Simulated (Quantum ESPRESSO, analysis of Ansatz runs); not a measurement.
# Migration in Li2ZnCl4 (Fd-3m): V_Cl hop (3.6 Å), charge +1 (Quantum ESPRESSO)

Aim: the barrier of one jump in Li2ZnCl4 (Fd-3m) at charge +1: V_Cl hop (3.6 Å). The model is a cell of 56 host atoms with 1 Cl taken out; Cl is the atom that moves.

Main program and level: Quantum ESPRESSO 7.5; Quantum ESPRESSO plane-wave DFT, PBEsol, GBRV 1.5 PBEsol potentials; nudged elastic band between two relaxed defect structures at fixed charge in a uniform background.

### Step 1. The starting structure

The cell holds 55 atoms: 16 Li, 8 Zn and 31 Cl. Its edges and angles: a = 10.231 Å, b = 10.231 Å, c = 10.231 Å, α = 90.0°, β = 90.0°, γ = 90.0°. It derives from Li2ZnCl4 (space group Fd-3m). Nearest the centre at fractional (0.253, 0.625, 0.497): Li6 at 1.76 Å, Cl45 at 1.82 Å, Zn18 at 2.89 Å, Zn22 at 2.91 Å, Cl32 at 3.06 Å, Cl29 at 3.10 Å, Li1 at 3.15 Å, Li14 at 3.16 Å. The cell carries charge +1.

The cell's shortest repeat is 10.2 Å.

### Step 2. Relaxation of the start point, charge +1

A barrier is counted from a minimum, so both ends are relaxed first. Small random displacements break the symmetry of the ideal sites, so that the defect can distort if it gains by it. The charge of +1 is set by the electron count, and a uniform background keeps the cell neutral.

Input file pw.in:

```
&CONTROL
  calculation = 'relax'
  prefix = 'pwscf'
  outdir = './tmp'
  pseudo_dir = './pseudo'
  tprnfor = .true.
  disk_io = 'low'
  nstep = 70
  forc_conv_thr = 0.00078
  etot_conv_thr = 0.0001
/
&SYSTEM
  ibrav = 0
  nat = 55
  ntyp = 3
  ecutwfc = 40
  ecutrho = 324
  nbnd = 216
  occupations = 'fixed'
  tot_charge = 1
  nosym = .true.
/
&ELECTRONS
  conv_thr = 6d-08
  electron_maxstep = 100
  mixing_beta = 0.5
/
&IONS
  ion_dynamics = 'bfgs'
/
ATOMIC_SPECIES
Li     6.9400 li_pbesol_v1.4.uspp.F.UPF
Zn    65.3800 zn_pbesol_v1.uspp.F.UPF
Cl    35.4500 cl_pbesol_v1.4.uspp.F.UPF
CELL_PARAMETERS angstrom
  10.2310996034    0.0000000000    0.0000000000
   0.0000000000   10.2310996034    0.0000000000
   0.0000000000    0.0000000000   10.2310996034
ATOMIC_POSITIONS crystal
Li     0.3734643001    0.3737964031    0.6271888329
Li     0.3726479681    0.8733032761    0.1245674695
Li     0.8733767821    0.3737211247    0.1229196995
Li     0.8736040537    0.8725414769    0.6257778218
Li     0.3765683213    0.1261650265    0.8728134295
Li     0.3732887505    0.6238110355    0.3729369931
Li     0.8760510352    0.1272618785    0.3734581702
Li     0.8733288873    0.6226131930    0.8753294595
Li     0.1259031916    0.1247789542    0.6222191022
Li     0.1269355258    0.6270653718    0.1242345015
Li     0.6278460476    0.1252651625    0.1256539960
Li     0.6231374827    0.6272565781    0.6251920762
Li     0.1251331765    0.3771289596    0.8770119155
Li     0.1245624685    0.8778776247    0.3746452454
Li     0.6266360507    0.3726213274    0.3755130921
Li     0.6278760208    0.8751079933    0.8744388843
Zn     0.0011251859    0.0014485772    0.0022877040
Zn    -0.0005914373    0.5007173958    0.4972190732
Zn     0.5002262856    0.0028219550    0.4992362112
Zn     0.5023576687    0.5011261541    0.0013308584
Zn     0.2499833841    0.2479679013    0.2521138372
Zn     0.2500382119    0.7528761417    0.7505695241
Zn     0.7523153781    0.2488551473    0.7486120716
Zn     0.7496848507    0.7472285827    0.2490956018
Cl     0.3810857745    0.1213361582    0.1203349847
Cl     0.8783041154    0.1193536785    0.6234861194
Cl     0.8778801930    0.6227899228    0.1189595160
Cl     0.3710372178    0.3733432682    0.8738371032
Cl     0.3721402259    0.8740112895    0.3700533668
Cl     0.8698233804    0.3698506614    0.3731845929
Cl     0.8704278677    0.8736338481    0.8698261484
Cl     0.3771453360    0.3783871209    0.3810675949
Cl     0.3801910678    0.8807783350    0.8785643330
Cl     0.8780091223    0.3812277431    0.8776508647
Cl     0.8803730904    0.8764346266    0.3775175168
Cl     0.3708727444    0.1308813687    0.6298935176
Cl     0.3741111320    0.6296393172    0.1292508682
Cl     0.8718659791    0.1311730555    0.1274308298
Cl     0.8711294897    0.6279325536    0.6255783939
Cl     0.1284378637    0.3729227350    0.6258349214
Cl     0.1276249041    0.8688067982    0.1278587875
Cl     0.6282895115    0.3724043357    0.1312402942
Cl     0.6274902900    0.8743232539    0.6281132282
Cl     0.1256372624    0.1293140296    0.8715942513
Cl     0.1299607050    0.6280731323    0.3690883325
Cl     0.6280286795    0.1302416135    0.3692926418
Cl     0.6298718339    0.6283472523    0.8741199211
Cl     0.1197128619    0.3791204585    0.1237322989
Cl     0.1216825634    0.8767888702    0.6239900041
Cl     0.6204882329    0.3771612557    0.6191540047
Cl     0.6206462801    0.8811291369    0.1208655773
Cl     0.1235889845    0.1208525916    0.3764352805
Cl     0.1233486326    0.6193797751    0.8776337186
Cl     0.6206970084    0.1217552343    0.8812284306
Cl     0.6220460748    0.6197643135    0.3761710390
K_POINTS gamma
```

Run with:

```
> OMP_NUM_THREADS=1 mpirun -n 4 pw.x -in pw.in > pw.out
```

The program printed:

```text
[shortened: banners, details of potentials and solvers, and blank lines are left out]
     gamma-point specific algorithms are used
     one sub-group per band group will be used
     scalapack distributed-memory algorithm (size of sub-group:  2*  2 procs)
     bravais-lattice index     =            0
     lattice parameter (alat)  =      19.3340  a.u.
     unit-cell volume          =    7227.0913 (a.u.)^3
     number of atoms/cell      =           55
     number of atomic types    =            3
     number of electrons       =       424.00
     number of Kohn-Sham states=          216
     kinetic-energy cutoff     =      40.0000  Ry
     charge density cutoff     =     324.0000  Ry
     scf convergence threshold =      6.0E-08
     mixing beta               =       0.5000
     number of iterations used =            8  plain     mixing
     energy convergence thresh.=      1.0E-04
     force convergence thresh. =      7.8E-04
     Exchange-correlation= SLA  PW   PSX  PSC
                           (   1   4  10   8   0   0   0)
     nstep                     =           70
     crystal axes: (cart. coord. in units of alat)
               a(1) = (   1.000000   0.000000   0.000000 )
               a(2) = (   0.000000   1.000000   0.000000 )
               a(3) = (   0.000000   0.000000   1.000000 )
     PseudoPot. # 1 for Li read from file:
     li_pbesol_v1.4.uspp.F.UPF
     Pseudo is Ultrasoft, Zval =  3.0
     PseudoPot. # 2 for Zn read from file:
     zn_pbesol_v1.uspp.F.UPF
     Pseudo is Ultrasoft, Zval = 20.0
[...]
PseudoPot. # 3 for Cl read from file:
     cl_pbesol_v1.4.uspp.F.UPF
     Pseudo is Ultrasoft + core correction, Zval =  7.0
[...]
atomic species   valence    mass     pseudopotential
     Li                3.00     6.94000     Li( 1.00)
     Zn               20.00    65.38000     Zn( 1.00)
     Cl                7.00    35.45000     Cl( 1.00)
     No symmetry found
     site n.     atom                  positions (alat units)
         1        Li     tau(   1) = (   0.3734643   0.3737964   0.6271888  )
         2        Li     tau(   2) = (   0.3726480   0.8733033   0.1245675  )
         3        Li     tau(   3) = (   0.8733768   0.3737211   0.1229197  )
         4        Li     tau(   4) = (   0.8736041   0.8725415   0.6257778  )
         5        Li     tau(   5) = (   0.3765683   0.1261650   0.8728134  )
         6        Li     tau(   6) = (   0.3732888   0.6238110   0.3729370  )
         7        Li     tau(   7) = (   0.8760510   0.1272619   0.3734582  )
         8        Li     tau(   8) = (   0.8733289   0.6226132   0.8753295  )
[...]
number of k points=     1
                       cart. coord. in units 2pi/alat
        k(    1) = (   0.0000000   0.0000000   0.0000000), wk =   2.0000000
     Dense  grid:   355940 G-vectors     FFT dimensions: ( 120, 120, 120)
     Smooth grid:   123413 G-vectors     FFT dimensions: (  80,  80,  80)
     starting charge     417.7858, renormalised to     424.0000
     Self-consistent Calculation
     iteration #  1     ecut=    40.00 Ry     beta= 0.50
     total energy              =   -4944.34285605 Ry
     estimated scf accuracy    <      22.19356834 Ry
     iteration #  2     ecut=    40.00 Ry     beta= 0.50
     total energy              =   -4953.79746606 Ry
     estimated scf accuracy    <      14.76755872 Ry
     iteration #  3     ecut=    40.00 Ry     beta= 0.50
     total energy              =   -4955.22282322 Ry
     estimated scf accuracy    <       0.85998674 Ry
[...]
estimated scf accuracy    <       0.00000634 Ry
[... 181 further cycles ...]
     iteration #  5     ecut=    40.00 Ry     beta= 0.50
     total energy              =   -4955.60076845 Ry
     estimated scf accuracy    <          8.2E-09 Ry
     iteration #  6     ecut=    40.00 Ry     beta= 0.50
     total energy              =   -4955.60076846 Ry
     estimated scf accuracy    <          2.7E-09 Ry
     iteration #  7     ecut=    40.00 Ry     beta= 0.50
     End of self-consistent calculation
          k = 0.0000 0.0000 0.0000 ( 15516 PWs)   bands (ev):
  -121.5935-121.1641-121.0771-121.0769-121.0767-121.0674-121.0673-121.0659
   -76.0142 -75.8951 -75.8944 -75.5080 -75.5067 -75.5066 -75.4223 -75.4221
   -75.4219 -75.4194 -75.4194 -75.4192 -75.4191 -75.4190 -75.4187 -75.4135
   -75.4132 -75.4119 -75.4115 -75.4114 -75.4100 -75.4071 -75.4071 -75.4057
   -40.5956 -40.5932 -40.5926 -40.5707 -40.5704 -40.5662 -40.5162 -40.4888
   -40.4882 -40.4870 -40.4859 -40.4837 -40.4827 -40.4445 -40.4422 -40.4406
   -11.5974 -11.3068 -11.2362 -11.2302 -11.1556 -11.1501 -11.1499 -11.0568
   -11.0303 -11.0286 -11.0066 -10.9793 -10.9788 -10.9528 -10.9206 -10.9183
   -10.8937 -10.8927 -10.8834 -10.8721 -10.8704 -10.8489 -10.7899 -10.7435
[...]
highest occupied, lowest unoccupied level (ev):     2.2570    6.4066
!    total energy              =   -4955.60076846 Ry
     estimated scf accuracy    <          1.1E-10 Ry
     The total energy is the sum of the following terms:
     one-electron contribution =   -4596.81207070 Ry
     hartree contribution      =    2394.12536827 Ry
     xc contribution           =    -677.87067903 Ry
     ewald contribution        =   -2075.04338699 Ry
     convergence has been achieved in   7 iterations
     Forces acting on atoms (cartesian axes, Ry/au):
     atom    1 type  1   force =     0.00037001    0.00053923   -0.00025949
     atom    2 type  1   force =    -0.00020201   -0.00011833    0.00005784
     atom    3 type  1   force =    -0.00004203    0.00011077    0.00007038
     atom    4 type  1   force =     0.00001638   -0.00006236    0.00015294
     atom    5 type  1   force =    -0.00031898    0.00010938   -0.00015111
     atom    6 type  1   force =     0.00035944   -0.00026665    0.00056799
     atom    7 type  1   force =    -0.00002917    0.00000916    0.00016704
     atom    8 type  1   force =    -0.00006278    0.00031937   -0.00012896
[...]
Total force =     0.003980     Total SCF correction =     0.000074
     Energy error            =      3.5E-05 Ry
     Gradient error          =      1.0E-03 Ry/Bohr
     number of scf cycles    =  25
     number of bfgs steps    =  24
     energy             old  =   -4955.6007333438 Ry
     energy             new  =   -4955.6007684577 Ry
     CASE: energy            _new < energy            _old
     new trust radius        =       0.0065191939 bohr
     new conv_thr            =       0.0000000006 Ry
ATOMIC_POSITIONS (crystal)
Li               0.3809635429        0.3441742003        0.6188228724
Li               0.3793226015        0.8797248313        0.1299916589
Li               0.8741596418        0.3764792382        0.1257643132
Li               0.8700272469        0.8795515671        0.6205530769
Li               0.3794569948        0.1304944393        0.8792410648
Li               0.3810094976        0.6191748176        0.3435204453
Li               0.8742559303        0.1260386164        0.3757993183
Li               0.8699796048        0.6210487062        0.8789263094
[...]
Self-consistent Calculation
     iteration #  1     ecut=    40.00 Ry     beta= 0.50
     total energy              =   -4955.60079363 Ry
     estimated scf accuracy    <       0.00001079 Ry
     iteration #  2     ecut=    40.00 Ry     beta= 0.50
     total energy              =   -4955.60079662 Ry
     estimated scf accuracy    <       0.00000136 Ry
     iteration #  3     ecut=    40.00 Ry     beta= 0.50
     total energy              =   -4955.60079687 Ry
     estimated scf accuracy    <       0.00000016 Ry
[...]
estimated scf accuracy    <       0.00000005 Ry
     iteration #  5     ecut=    40.00 Ry     beta= 0.50
     total energy              =   -4955.60079695 Ry
     estimated scf accuracy    <          4.6E-09 Ry
     iteration #  6     ecut=    40.00 Ry     beta= 0.50
     total energy              =   -4955.60079695 Ry
     estimated scf accuracy    <          1.4E-09 Ry
     iteration #  7     ecut=    40.00 Ry     beta= 0.50
     End of self-consistent calculation
          k = 0.0000 0.0000 0.0000 ( 15516 PWs)   bands (ev):
  -121.5931-121.1656-121.0770-121.0759-121.0752-121.0681-121.0670-121.0657
   -76.0136 -75.8945 -75.8944 -75.5094 -75.5082 -75.5081 -75.4223 -75.4211
   -75.4203 -75.4194 -75.4191 -75.4183 -75.4179 -75.4176 -75.4172 -75.4141
   -75.4131 -75.4123 -75.4117 -75.4111 -75.4098 -75.4079 -75.4068 -75.4054
   -40.5938 -40.5927 -40.5914 -40.5710 -40.5707 -40.5683 -40.5168 -40.4906
   -40.4901 -40.4876 -40.4872 -40.4864 -40.4860 -40.4456 -40.4417 -40.4404
   -11.5976 -11.3069 -11.2341 -11.2329 -11.1566 -11.1497 -11.1493 -11.0566
   -11.0296 -11.0294 -11.0065 -10.9789 -10.9779 -10.9542 -10.9206 -10.9183
   -10.8934 -10.8924 -10.8847 -10.8733 -10.8712 -10.8482 -10.7894 -10.7435
[...]
highest occupied, lowest unoccupied level (ev):     2.2566    6.4081
!    total energy              =   -4955.60079695 Ry
     estimated scf accuracy    <          7.9E-11 Ry
     The total energy is the sum of the following terms:
     one-electron contribution =   -4597.05344908 Ry
     hartree contribution      =    2394.24521154 Ry
     xc contribution           =    -677.87085815 Ry
     ewald contribution        =   -2074.92170126 Ry
     convergence has been achieved in   7 iterations
     Forces acting on atoms (cartesian axes, Ry/au):
     atom    1 type  1   force =     0.00033475    0.00050042   -0.00025160
     atom    2 type  1   force =    -0.00018783   -0.00012295    0.00005482
     atom    3 type  1   force =     0.00003871    0.00017252   -0.00000658
     atom    4 type  1   force =    -0.00007335   -0.00008177    0.00011494
     atom    5 type  1   force =    -0.00027773    0.00011094   -0.00012982
     atom    6 type  1   force =     0.00034338   -0.00026630    0.00049096
     atom    7 type  1   force =     0.00005895   -0.00006068    0.00019969
     atom    8 type  1   force =    -0.00006087    0.00025075   -0.00009345
[...]
Total force =     0.003500     Total SCF correction =     0.000052
     Energy error            =      2.8E-05 Ry
     Gradient error          =      7.0E-04 Ry/Bohr
     bfgs converged in  26 scf cycles and  25 bfgs steps
     (criteria: energy <  1.0E-04 Ry, force <  7.8E-04 Ry/Bohr)
     End of BFGS Geometry Optimization
     Final energy             =   -4955.6007969488 Ry
Begin final coordinates
ATOMIC_POSITIONS (crystal)
Li               0.3809635429        0.3441742003        0.6188228724
Li               0.3793226015        0.8797248313        0.1299916589
Li               0.8741596418        0.3764792382        0.1257643132
Li               0.8700272469        0.8795515671        0.6205530769
Li               0.3794569948        0.1304944393        0.8792410648
Li               0.3810094976        0.6191748176        0.3435204453
Li               0.8742559303        0.1260386164        0.3757993183
Li               0.8699796048        0.6210487062        0.8789263094
[...]
End final coordinates
   JOB DONE.
```

It took 19 min on 4 MPI ranks of Arm Neoverse V1, shared host; peak memory 2.1 GiB.

Step by step (22 of 26):

```tsv
step	energy less that of the first step (eV)
0	0.0000
1	-0.1527
2	-0.2869
4	-0.5956
5	-0.7305
6	-0.8124
7	-0.8798
8	-0.9245
10	-0.9854
11	-1.0068
12	-1.0284
13	-1.0517
14	-1.0733
15	-1.0830
17	-1.0907
18	-1.0935
19	-1.0965
20	-1.0992
21	-1.1012
23	-1.1030
24	-1.1034
25	-1.1038
```

The atoms that moved most (Å):

```tsv
atom	dx	dy	dz	length
Zn22	-0.557	0.533	0.550	0.947
Li12	0.337	-0.080	-0.065	0.352
Li1	0.077	-0.303	-0.086	0.324
Li6	0.079	-0.047	-0.301	0.315
Cl36	-0.003	-0.147	-0.005	0.147
Cl37	-0.037	0.003	-0.137	0.142
Cl39	0.130	0.019	0.037	0.137
Li13	-0.006	-0.127	-0.015	0.128
```

Neighbours of Cl45 at the end:

```tsv
atom	distance (Å)
Zn18	2.278
Li10	2.499
Li6	2.520
Li14	2.534
Cl29	3.398
Cl32	3.534
Cl37	3.558
Cl41	3.569
```

Numbers from this step:

```
highest filled level                                                                              : 2.257 eV
lowest empty level                                                                                : 6.408 eV
r.m.s. move of the farther half of the atoms                                                      : 0.05671 Å
largest move from the ideal geometry of this structure, a common shift of the far atoms taken out : 0.9814 Å
```

The relaxation gained 1.104 eV and ended with a largest force component of 0.018 eV/Å.

[end of part 1 of 3]

[Logs are printed without paths, hosts, clocks, repeated set-up lines and the standing remarks that a program may print on its own settings, such as how far it seeks lower states.]

[Hosts, paths, dates, database ids (printed as entryN), source tags and the programs' standing remarks are cut or masked in the printed files.]
